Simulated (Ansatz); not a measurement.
# La3AlC (Pm-3m): a soft mode frozen in

Wanted: the energy along a soft mode of La3AlC (Pm-3m) and the structure at the end.

Program: Ansatz 0.2.0. Level of theory: DFT PBEsol, scalar-relativistic, plane waves, PAW; PAW set soft_1. Results are calculated unless marked as measured.

## (1) Starting point

Symmetry: Pm-3m, No. 221, cubic system. Conventional cell: a = 5.132 Å, b = 5.132 Å, c = 5.132 Å, α = 90.00°, β = 90.00°, γ = 90.00°. Nearest to La lie 2 C at 2.57 Å and 4 Al at 3.63 Å and 8 La at 3.63 Å. Nearest to Al lie 12 La at 3.63 Å. C has 6 La at 2.57 Å nearest. Farther neighbours are not listed.

## (2) Phonons on a q mesh

The cell comes from relaxations at this level that are not shown. Stability and thermal properties need the whole zone. Linear response on a 2×2×2 q mesh gives force constants as far as a supercell of that size would.

Contents of input.yaml:

```yaml
crystal:
  lattice:
    - [5.1318379723, 0.0, 0.0]
    - [0.0, 5.1318379723, 0.0]
    - [0.0, 0.0, 5.1318379723]
  atoms:
    - { symbol: La, position: [0.5, 0.5, 0.0] }
    - { symbol: La, position: [0.5, 0.0, 0.5] }
    - { symbol: La, position: [0.0, 0.5, 0.5] }
    - { symbol: Al, position: [0.0, 0.0, 0.0] }
    - { symbol: C, position: [0.5, 0.5, 0.5] }
kpoints:
  mp_grid: { grid: [8, 8, 8] }
hamiltonian:
  xc: pbesol
  pseudopotentials: { kind: paw, azcp: { folder: soft_1 }, xc_functional: pbe }
scf:
  occupations: { method: methfessel_paxton, width: 0.2 }
output:
  eigenvalues: true
phonons:
  method: dfpt
  qmesh: [2, 2, 2]
  temperatures: { t_max: 1000, t_step: 50 }
  qpath:
    path:
      - [[0.0, 0.0, 0.0], [0.0, 0.5, 0.0], [0.5, 0.5, 0.0], [0.0, 0.0, 0.0], [0.5, 0.5, 0.5], [0.0, 0.5, 0.0]]
      - [[0.5, 0.5, 0.5], [0.5, 0.5, 0.0]]
    npoints: 10
```

Started as:

```bash
$ ansatz run input.yaml --threads 4 --pin off --max-ram 10240MiB --backend cpu --events-out ev --progress --plain --runs-dir out
```

Numbers of over 12 decimals in the logs are rounded to 6 here.

Output:

```text
Engine: ansatz 0.2.0, aarch64-unknown-linux-gnu
Pseudopotentials: kind: paw
Pseudopotential: La, paw, valence charge 11, recommended cutoff 420 eV (normal), soft_1/La.paw.azcp
Pseudopotential: Al, paw, valence charge 3, recommended cutoff 420 eV (normal), soft_1/Al.paw.azcp
Pseudopotential: C, paw, valence charge 4, recommended cutoff 420 eV (normal), soft_1/C.paw.azcp
Functional definition: PBEsol
  exchange = pbesol_x
  correlation = pbesol_c
Crystal: 5 atoms, lattice volume = 135.151 Å³
Basis set: ecut = 420 eV, 2601 PW (Γ), exchange–correlation on 72×72×72 points (8 copies of the dense FFT grid, shifted against one another)
Bands: 25, of which v1, the nominal top of the filled ones, is band 20 counted from 1 (19 counted from 0)
Symmetry: 48 space group operations
k-points: 35 of 512
Non-local potential: La, projectors of the file, l = 0: 3, l = 1: 2, l = 2: 2, l = 3: 3
Non-local potential: Al, projectors of the file, l = 0: 2, l = 1: 2, l = 2: 1
Non-local potential: C, projectors of the file, l = 0: 2, l = 1: 2, l = 2: 1
PAW form: soft (Blöchl's): semilocal exchange-correlation on the pseudo side does not see the compensation charge
PAW frozen core: La, regenerated for the run's functional, and the local potential with it (the file was generated under x = pbe(κ = 0.804, μ = 0.219515), c = pbe(β = 0.066725))
PAW frozen core: Al, regenerated for the run's functional, and the local potential with it (the file was generated under x = pbe(κ = 0.804, μ = 0.219515), c = pbe(β = 0.066725))
PAW frozen core: C, regenerated for the run's functional, and the local potential with it (the file was generated under x = pbe(κ = 0.804, μ = 0.219515), c = pbe(β = 0.066725))
PAW one-centre angular grid: La, 590 points (default); XC on 64 Gauss nodes
PAW one-centre angular grid: Al, 110 points (default); XC on 64 Gauss nodes
PAW one-centre angular grid: C, 110 points (default); XC on 64 Gauss nodes
Initial density: superposition of atomic densities (chi_scale 0.1, normalization cell, long waves kept (reshape's long-wave potential 0.00 eV rms))
Initial wavefunctions: pseudopotential atomic-orbital guess
Functional: x = pbesol(κ = 0.804, μ = 0.123457), c = pbesol(β = 0.046)
SCF iter   1: F=—  HF=-19257.926140 eV  |F-HF|=—  |Δ(HF+E_count)|=         —  Δρ=4.44e-2  dr2=7.86e0  ethr=3.10e-3  ⟨swp⟩=5.0  Hψ=4090  notcnv=0
preconditioner: auto → Kerker (q_TF=auto, 2.227 Å⁻¹)  [metal: Δε(μ)=0.013 eV  Ē_g=10.992 eV  σ=0.200 eV  W_gap=0.06  n_scr=26 (ndim 8)  ℏωp=18.6 eV  f_vac=0.000  D(μ)=4.64/eV (n_scr^D=32)]
SCF iter   2: F=—  HF=-19256.622729 eV  |F-HF|=—  |Δ(HF+E_count)|=    1.30e0  S|Δr|=    0.00e0  Δρ=1.77e-2  dr2=6.38e-1  ethr=3.10e-3  ⟨swp⟩=5.2  Hψ=6522  notcnv=0
automatic band count: the SCF goes on with 30 bands, as 25 were too few: they end inside the smearing window of the response
SCF iter   3: F=—  HF=-19256.492504 eV  |F-HF|=—  |Δ(HF+E_count)|=   1.30e-1  S|Δr|=    0.00e0  Δρ=9.38e-3  dr2=2.01e-1  ethr=1.59e-3  ⟨swp⟩=1.1  Hψ=1336  notcnv=0
SCF iter   4: F=—  HF=-19256.443777 eV  |F-HF|=—  |Δ(HF+E_count)|=   4.87e-2  S|Δr|=    0.00e0  Δρ=1.64e-3  dr2=5.53e-3  ethr=5.03e-4  ⟨swp⟩=2.3  Hψ=1452  notcnv=0
SCF iter   5: F=—  HF=-19256.443562 eV  |F-HF|=—  |Δ(HF+E_count)|=   2.15e-4  S|Δr|=    0.00e0  Δρ=6.38e-4  dr2=1.57e-3  ethr=1.38e-5  ⟨swp⟩=2.0  Hψ=1654  notcnv=0  defer=93
SCF iter   6: F=—  HF=-19256.443360 eV  |F-HF|=—  |Δ(HF+E_count)|=   2.01e-4  S|Δr|=    0.00e0  Δρ=1.13e-4  dr2=2.33e-5  ethr=3.93e-6  ⟨swp⟩=2.0  Hψ=1149  notcnv=0  defer=93
SCF iter   7: F=—  HF=-19256.443355 eV  |F-HF|=—  |Δ(HF+E_count)|=   5.14e-6  S|Δr|=    0.00e0  Δρ=2.92e-5  dr2=1.39e-6  ethr=5.83e-8  ⟨swp⟩=2.1  Hψ=1625  notcnv=0  defer=93
SCF iter   8: F=—  HF=-19256.443355 eV  |F-HF|=—  |Δ(HF+E_count)|=   3.58e-7  S|Δr|=    0.00e0  Δρ=7.85e-6  dr2=1.31e-7  ethr=3.48e-9  ⟨swp⟩=2.3  Hψ=1214  notcnv=0  defer=97
SCF iter   9: F=—  HF=-19256.443355 eV  |F-HF|=—  |Δ(HF+E_count)|=   1.33e-8  S|Δr|=    0.00e0  Δρ=1.52e-6  dr2=5.21e-9  ethr=3.28e-10  ⟨swp⟩=2.1  Hψ=1108  notcnv=0  defer=97
SCF iter  10: F=—  HF=-19256.443355 eV  |F-HF|=—  |Δ(HF+E_count)|=   1.01e-9  S|Δr|=    0.00e0  Δρ=2.21e-7  dr2=6.40e-11  ethr=1.30e-11  ⟨swp⟩=2.5  Hψ=1560  notcnv=0  defer=97
SCF iter  11: F=-19256.443355 eV  HF=-19256.443355 eV  |F-HF|=3.64e-12  |Δ(HF+E_count)|=  7.28e-12  S|Δr|=    0.00e0  Δρ=3.88e-8  dr2=1.93e-12  ethr=1.00e-12  ⟨swp⟩=17.4  Hψ=7065  notcnv=0
SCF 1 converged in 11 iterations: F = -19256.443355 eV  dr2 = 1.93e-12
  greatest PAW one-centre occupation: 0.971 electrons in one spin orbital (limit 2), on the La atom at site 0 (counted from 0), in its partial waves of l = 0
Initial density: read from a saved state, or passed on in memory by an earlier SCF of this step, an earlier step, the calling program or the single point that the run made first
iter 1 solved again at ethr=7.75e-8 eV; its pass at ethr=3.10e-3 eV (dr2=3.10e-5 eV) is discarded
SCF iter   1: F=—  HF=-19256.443356 eV  |F-HF|=—  |Δ(HF+E_count)|=         —  Δρ=4.41e-7  dr2=9.44e-11  ethr=7.75e-8  ⟨swp⟩=5.4  Hψ=7425  notcnv=0
eigensolver tolerance schedule: the retry pair's looser diagonalisation over-reported the residual by 328187.28 of it (diagonalisation noise at an unbounded share of the residual, at the tolerance the schedule requests for it); recorded, not acted on — ethr = c·dr2/N_el stays at c = 1.0e-1
preconditioner: auto → Kerker (q_TF=auto, 2.227 Å⁻¹)  [metal: Δε(μ)=0.021 eV  Ē_g=10.778 eV  σ=0.200 eV  W_gap=0.09  n_scr=26 (ndim 8)  ℏωp=18.6 eV  f_vac=0.000  D(μ)=4.38/eV (n_scr^D=26)]
SCF iter   2: F=—  HF=-19256.443355 eV  |F-HF|=—  |Δ(HF+E_count)|=   1.08e-6  S|Δr|=    0.00e0  Δρ=2.02e-7  dr2=1.54e-11  ethr=1.00e-12  ⟨swp⟩=4.0  Hψ=3013  notcnv=0
SCF iter   3: F=—  HF=-19256.443355 eV  |F-HF|=—  |Δ(HF+E_count)|=  1.09e-11  S|Δr|=    0.00e0  Δρ=1.43e-7  dr2=8.02e-12  ethr=1.00e-12  ⟨swp⟩=2.6  Hψ=1867  notcnv=0
SCF iter   4: F=-19256.443355 eV  HF=-19256.443355 eV  |F-HF|=7.28e-12  |Δ(HF+E_count)|=  7.28e-12  S|Δr|=    0.00e0  Δρ=6.55e-8  dr2=1.99e-12  ethr=1.00e-12  ⟨swp⟩=2.0  Hψ=1721  notcnv=0
SCF 2 converged in 4 iterations: F = -19256.443355 eV  dr2 = 1.99e-12
  greatest PAW one-centre occupation: 0.971 electrons in one spin orbital (limit 2), on the La atom at site 2 (counted from 0), in its partial waves of l = 0
phonons: the bands overlap, so this run is a metal and interpolates without the dipole-dipole term. If the crystal is really an insulator or semiconductor, its LO-TO splitting is missing
NSCF: frozen V_eff on 35 k-points
WARN: eigensolver did not converge in 12 slots of this pass, the one above among them; of largest residual over every band (k=14): 1 band(s) unlocked (lowest unlocked band 29, counted from 0; max residual 1.38e-2 eV among the unlocked bands, 1.38e-2 eV over every band); of lowest unlocked band (k=1): band 29
NSCF: frozen V_eff on 125 k-points
DFPT response loops at q = (0, 0, 0) (fractional): preconditioner auto → Kerker (q_TF=auto, 2.227 Å⁻¹) (partly filled bands, converged f_vac=0.000); β = 1.00, the filter's whole step (`scf.mixing.beta` (0.50) is not read by the response loops under this deck's `scf.mixing.preconditioner`; to damp them name `kerker` or `kerker_dos`, under which they read `scf.mixing.beta`, and type it under 1.00, their step now; both keys bind the ground state too); Broyden in place of MSR1
NSCF: frozen V_eff on 250 k-points
DFPT response loops at q = (0, 0, -0.5) (fractional): mixed as the last ones told, above
NSCF: frozen V_eff on 250 k-points
DFPT response loops at q = (0, -0.5, -0.5) (fractional): mixed as the last ones told, above
NSCF: frozen V_eff on 250 k-points
DFPT response loops at q = (-0.5, -0.5, -0.5) (fractional): mixed as the last ones told, above
SCF converged after 11 iterations
Stability not checked: this state was not tested for a lower state beside it, because cold or Methfessel-Paxton smearing, or corrected tetrahedra, fill the levels in a way that the test cannot read (fill_not_monotonic; see scf.lower_state_search)
Free energy (F): -19256.443355 eV
Harris-Foulkes:  -19256.443355 eV  (|F-HF|=3.64e-12)
Internal energy: -19256.438816 eV  (E = F + TS)
E sigma→0 (E₀):  -19256.442220 eV
Entropy (-TS):   -0.004539 eV (-0.908 meV/atom)
Fermi energy:    9.856791 eV
--- Per-component energies (eV) ---
  E_band       = -123.482704
  E_kinetic    = 663.653759
  E_local      = -1290.106209  (includes V_loc(G=0)·N_el)
  E_nonlocal   = 301.737156
  E_hartree    = 477.540422
  E_xc         = -508.206777
  E_vxc        = -519.310898  (∫ρ·V_xc dr)
  E_paw        = -16539.429849  (= ΣΔE_a)
  E_vpaw       = -234.537363  (= ΣTr[D̂ρ^β])
  E_aug_tail   = 0.000009  (compensation charges beyond the density's cutoff)
  E_ewald      = -2362.174674
  E_core_change = 0.547348  (= ΣΔE_core)
  E_smearing   = -0.004539  (= −TS)
  E_closure    = 0.000000  (closes the sum)
  Σ components = -19256.443355   (vs F -19256.443355, Δ=0.00e0)
--- Band table (eV; the first three rows and the last of 35) ---
  k-point 0: bands = [... 16 lower, 9.2980, 9.2980, 9.2980, 9.9927, 9.9927, 9.9927, 10.9090, 10.9090, ... 6 higher]
  k-point 1: bands = [... 16 lower, 9.2863, 9.3076, 9.3433, 9.6201, 10.0299, 10.0299, 10.8040, 10.8829, ... 6 higher]
  k-point 2: bands = [... 16 lower, 9.2938, 9.2938, 9.4666, 9.7273, 9.9539, 9.9539, 10.8419, 11.0449, ... 6 higher]
  k-point 34: bands = [... 16 lower, 6.7167, 10.3203, 10.3203, 10.3203, 11.0799, 11.0799, 11.0799, 11.6517, ... 6 higher]
--- Phonons (Γ-DFPT): 4 representative perturbations + reference (Σ response iterations 13) ---
  ASR residual: 3.921e-5 → 0.000e0 eV/Å²; symmetrization residual: 1.066e-6 eV/Å²
  ASR residual per site (eV/Å²): 3.92e-5 3.92e-5 3.92e-5 5.14e-6 1.59e-5
  Γ frequencies (cm⁻¹): -168.67 -168.67 -168.67 -49.49 -49.49 -49.49 0.00 0.00 0.00 122.77 122.77 122.77 137.78 137.78 137.78
--- Phonons (arbitrary-q DFPT): 4 irreducible q on the 2×2×2 mesh ---
  q = [0.0000, 0.0000, 0.0000] (star 1, of the zone-centre solve; hermiticity 3.31e-7, symmetrization 8.41e-13): -168.67 -168.67 -168.67 -49.49 -49.49 -49.49 -0.00 -0.00 0.00 122.77 122.77 122.77 137.78 137.78 137.78
  q = [0.0000, 0.0000, -0.5000] (star 3, 9 solved perturbations in 975 linear systems a pass and spin channel, the states on 125 of 512 k-point pairs; hermiticity 2.02e-7, symmetrization 7.98e-9): -117.09 -117.09 54.51 59.74 59.74 61.58 61.58 84.81 129.40 139.35 139.35 140.08 140.08 163.75 382.08
  q = [0.0000, -0.5000, -0.5000] (star 3, 9 solved perturbations in 975 linear systems a pass and spin channel, the states on 125 of 512 k-point pairs; hermiticity 1.18e-7, symmetrization 7.01e-9): 7.78 63.74 63.74 66.73 66.73 94.04 103.58 113.95 149.11 149.53 149.53 157.15 255.06 379.23 379.23
  q = [-0.5000, -0.5000, -0.5000] (star 1, 4 solved perturbations in 350 linear systems a pass and spin channel, the states on 125 of 512 k-point pairs; hermiticity 4.84e-8, symmetrization 5.49e-9): -25.09 -25.09 -25.09 93.66 93.66 93.66 117.65 117.65 126.72 126.72 126.72 188.41 391.17 391.17 391.17
  sum rule: each row above includes the acoustic sum rule's correction from the zone centre's row sums; it moved no ω² by more than (0.60 cm⁻¹)²
  mesh force constants: q→R imaginary residual 2.95e-18; ASR residual 3.921e-5 → 0.000e0 eV/Å²; symmetrization residual 3.553e-15 eV/Å²
  interpolated dispersion: 62 rows × 15 modes
  density of states and harmonic sums: on the 12×12×12 q-mesh, interpolated from the force constants of a 2×2×2 supercell (no non-analytic term)
  largest difference from the sums on the solved wave vectors: F 2.99e-1 eV, S 3.99e-4 and C_V 1.02e-4 eV/K
  zero-point energy: 0.114862 eV/cell   skipped modes (ω ≤ 0): 125, of them read as no rigid motion or as one in doubt: 122 (1.089e0 modes/cell left out, lowest -168.67 cm⁻¹)   left out of the sums: 7.27e-2 of the cell's modes: C_V's classical limit lies that fraction below 3 k_B per atom; for a crystal, a wire or a layer, F and S can be off by more, and a phonons.interpolated_qmesh denser along its periods is the remedy for the sampling
```

Elapsed: 5.5 min, on 4 threads of Arm Neoverse V2, shared host; peak memory 1.7 GiB; 21 min of CPU time.

Numbers from this step:

* volume per atom: 27.03 Å³
* gap on the k-mesh: 0 eV
* sum-rule residual before enforcement: 3.92e-5 eV/Å²
* lowest frequency on the path: -168.7 cm⁻¹
* point group: m-3m
* highest frequency on the path or at a solved wavevector: 391.2 cm⁻¹
* highest optical mode at the zone centre (no LO-TO term): 137.8 cm⁻¹
* lowest optical zone-centre mode: -168.7 cm⁻¹
* lowest mode on the q mesh (acoustic modes at Γ apart): -168.7 cm⁻¹

Frequencies (cm⁻¹) solved at each irreducible wavevector; negative means imaginary. Frequencies by wavevector, by row:

```tsv
q in reciprocal lattice units	star	mode 1	mode 2	mode 3	mode 4	mode 13	mode 14	mode 15
0 0 0	1	-168.7	-168.7	-168.7	-49.5	137.8	137.8	137.8
0 0 -0.5	3	-117.1	-117.1	54.5	59.7	140.1	163.8	382.1
0 -0.5 -0.5	3	7.8	63.7	63.7	66.7	255.1	379.2	379.2
-0.5 -0.5 -0.5	1	-25.1	-25.1	-25.1	93.7	391.2	391.2	391.2
```

Interpolated from a 2×2×2 q mesh. The phonon branches at the labelled points (cm⁻¹):

```tsv
point	branch 1	branch 2	branch 3	branch 4	branch 12	branch 13	branch 14	branch 15
Γ	-169	-169	-169	-50	123	138	138	138
halfway	-138	-138	-12	-12	138	138	149	244
X	-117	-117	54	60	140	140	164	382
halfway	24	32	42	62	155	189	267	381
M	8	64	64	67	157	255	379	379
halfway	-47	-3	28	40	147	148	254	256
Γ	-169	-169	-169	-50	123	138	138	138
halfway	-13	31	31	70	153	276	276	279
R	-25	-25	-25	94	188	391	391	391
halfway	23	24	38	74	162	298	300	383
X	-117	-117	54	60	140	140	164	382
jump to R	-25	-25	-25	94	188	391	391	391
halfway	-17	28	28	88	174	329	385	385
M	8	64	64	67	157	255	379	379
```

Symmetry leaves 4 wavevectors to solve. The lowest mode among them, the acoustic zeros apart, lies at Γ and is imaginary, 168.7i cm⁻¹, so the energy falls along it.

## (3) The mode frozen in, largest atomic shift 0 Å

The mode followed lies at Γ with frequency 168.7i cm⁻¹ and is 3-fold degenerate, the softest among the wavevectors solved. At small amplitude the distorted cell has space group no. 160 by a symmetry search on the positions. The undistorted cell that holds it gives the zero of energy on the same k mesh.

input.yaml, the sections that differ from step 2:

```yaml
output:
  forces: true
  stress: true
  eigenvalues: true
# crystal, kpoints, hamiltonian, scf: as in step 2
# phonons: removed
```

Output:

```text
[...]
Crystal: 5 atoms, lattice volume = 135.151 Å³
Basis set: ecut = 420 eV, 2601 PW (Γ), exchange–correlation on 72×72×72 points (8 copies of the dense FFT grid, shifted against one another)
Bands: 25, of which v1, the nominal top of the filled ones, is band 20 counted from 1 (19 counted from 0)
Symmetry: 48 space group operations
[...]
k-points: 35 of 512
[...]
k-point 0: bands = [... 16 lower, 9.2980, 9.2980, 9.2980, 9.9928, 9.9928, 9.9928, 10.9090, 10.9090, ... 1 higher]
  k-point 1: bands = [... 16 lower, 9.2863, 9.3076, 9.3433, 9.6202, 10.0299, 10.0299, 10.8040, 10.8829, ... 1 higher]
  k-point 2: bands = [... 16 lower, 9.2938, 9.2938, 9.4666, 9.7273, 9.9539, 9.9539, 10.8419, 11.0449, ... 1 higher]
  k-point 34: bands = [... 16 lower, 6.7167, 10.3203, 10.3203, 10.3203, 11.0799, 11.0799, 11.0799, 11.6517, ... 1 higher]
[key lines of the parts left out:]
SCF converged after 9 iterations
Free energy (F): -19256.443355 eV
Fermi energy:    9.856795 eV
P = ⅓ Tr σ = -0.0001 GPa (-0.001 kbar)
```

Run time: 2.3 s. Hardware: 4 threads; peak memory 0.49 GiB; 8.6 s of CPU time.

Numbers from this step:

```yaml
pressure: -6.43e-5 GPa
energy_from_the_undistorted_cell: 0 meV/atom
```

The run ends at a pressure of 0.00 GPa.

## (4) The mode frozen in, largest atomic shift 0.14 Å

The atoms are moved along the unstable eigenvector, the largest shift by 0.14 Å, with the cell fixed.

input.yaml, the sections that differ from step 3:

```yaml
crystal:
  lattice:
    - [5.1318379723, 0.0, 0.0]
    - [0.0, 5.1318379723, 0.0]
    - [0.0, 0.0, 5.1318379723]
  atoms:
    - { symbol: La, position: [0.500455781, 0.499544219, -0.0002813923] }
    - { symbol: La, position: [0.500455781, -0.0002813923, 0.499544219] }
    - { symbol: La, position: [0.0002813923, 0.499544219, 0.499544219] }
    - { symbol: Al, position: [0.0008699069, -0.0008699069, -0.0008699069] }
    - { symbol: C, position: [0.4842494954, 0.5157505046, 0.5157505046] }
# kpoints, hamiltonian, scf, output: as in step 3
```

Output:

```text
[...]
Crystal: 5 atoms, lattice volume = 135.151 Å³
Basis set: ecut = 420 eV, 2601 PW (Γ), exchange–correlation on 72×72×72 points (8 copies of the dense FFT grid, shifted against one another)
Bands: 25, of which v1, the nominal top of the filled ones, is band 20 counted from 1 (19 counted from 0)
Symmetry: 6 space group operations
[...]
k-points: 65 of 512 (time reversal used)
[...]
k-point 0: bands = [... 16 lower, 9.1636, 9.2219, 9.2219, 10.0378, 10.0378, 10.1743, 10.9162, 10.9224, ... 1 higher]
  k-point 1: bands = [... 16 lower, 9.2220, 9.2579, 9.3142, 9.7471, 10.0615, 10.1546, 10.8141, 10.8958, ... 1 higher]
  k-point 2: bands = [... 16 lower, 9.1909, 9.2492, 9.4771, 9.7333, 9.9703, 10.0618, 10.8485, 11.0501, ... 1 higher]
  k-point 64: bands = [... 16 lower, 6.7217, 10.3307, 10.3363, 10.3363, 11.0576, 11.0576, 11.0830, 11.6376, ... 1 higher]
[key lines of the parts left out:]
SCF converged after 9 iterations
Free energy (F): -19256.451149 eV
Fermi energy:    9.895983 eV
P = ⅓ Tr σ = 0.0111 GPa (0.111 kbar)
```

The job ended after 6 s (4 threads; peak memory 0.5 GiB; 23 s of CPU time).

Numbers from this step:

* pressure: 0.01113 GPa
* energy from the undistorted cell: -1.629 meV/atom

The energy, extrapolated to zero smearing, is -1.63 meV/atom against the undistorted cell.

The run ends at a pressure of 0.01 GPa, with forces up to 0.051 eV/Å.

## (5) Energy along the mode, all amplitudes (two of the runs are shown above)

An imaginary frequency means negative curvature, so the energy should fall and then rise again as anharmonic terms take over.

Numbers from this step:

```
depth at the lowest point sampled  : 1.629 meV/atom
largest atomic shift at that point : 0.14 Å
```

The energy from the parent by largest atomic shift:

```tsv
largest atomic shift (Å)	energy from the parent (meV/atom)
0.000	0
0.040	-0.199
0.080	-0.718
0.140	-1.63
0.220	-1.57
0.320	3.86
0.450	23.7
```

Displacement at unit largest shift by atom:

```tsv
atom	x (Å)	y (Å)	z (Å)	size
La1	0.017	-0.017	-0.010	0.026
La2	0.017	-0.010	-0.017	0.026
La3	0.010	-0.017	-0.017	0.026
Al4	0.032	-0.032	-0.032	0.055
C5	-0.577	0.577	0.577	0.999
```

The lowest of the steps tried is at 0.14 Å, 1.63 meV/atom below the parent; the bottom of the well need not coincide with a step.

[end of part 1 of 2]

[Logs are printed without paths, hosts, clocks, repeated set-up lines and the standing remarks that a program may print on its own settings, such as how far it seeks lower states.]

[Hosts, paths, dates, database ids (printed as entryN), source tags and the programs' standing remarks are cut or masked in the printed files.]
